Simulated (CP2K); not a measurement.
Consider sulfamide at its PBE geometry (Å).

```xyz
9

N    -1.4627   -0.0325   -0.2613
S     0.0207   -0.5749    0.2356
N     1.1146    0.6385   -0.1553
O    -0.0843   -0.6706    1.6728
O     0.3700   -1.6812   -0.6203
H    -1.4729    0.2169   -1.2509
H    -1.8061    0.7250    0.3295
H     1.4017    1.1525    0.6790
H     1.9190    0.2264   -0.6291
```

Method: CP2K XAS_TDP, all-electron GAPW, PBEh(45%), aug-cc-pVDZ, TDA, GW2X-corrected core level, no relativity.

**Question.** Where do the O K-edge lines lie, and how strong are they?

Leading lines: O4 535.17 eV. The leading line of an atom is its first one with 35 % of the strongest within 2.5 eV of its lowest line over the strength cut. Core ionisation energies at this level: O4 537.76 eV.

The first six lines of each atom with a strength over 0.0015:

| atom | energy (eV) | states | strength, one atom | above the computed threshold |
| --- | --- | --- | --- | --- |
| O4 (bonded to S) | 535.17 | 1 | 0.0211 |  |
|  | 536.07 | 1 | 0.0222 |  |
|  | 536.22 | 1 | 0.0177 |  |
|  | 536.25 | 1 | 0.0148 |  |
|  | 537.05 | 1 | 0.0037 |  |
|  | 537.25 | 1 | 0.0043 |  |

Lines are vertical, at one geometry, with no vibrational structure. GW2X ionisation energies and lines can be off by 1 to 2 eV either way, and a good line position may hide errors that cancel. Atoms with the same bonds but other surroundings in this conformer are left out. These values hold no scalar relativity, about 0.4 eV for O 1s. Rydberg lines, and the discretised continuum above threshold, depend on the basis and the box.

[Banner, clock and machine lines of the logs are left out without a mark of their own.]

[Logs are printed without paths, hosts, clocks, repeated set-up lines and the standing remarks that a program may print on its own settings, such as how far it seeks lower states.]

[Hosts, paths, dates, database ids (printed as entryN), source tags and the programs' standing remarks are cut or masked in the printed files.]
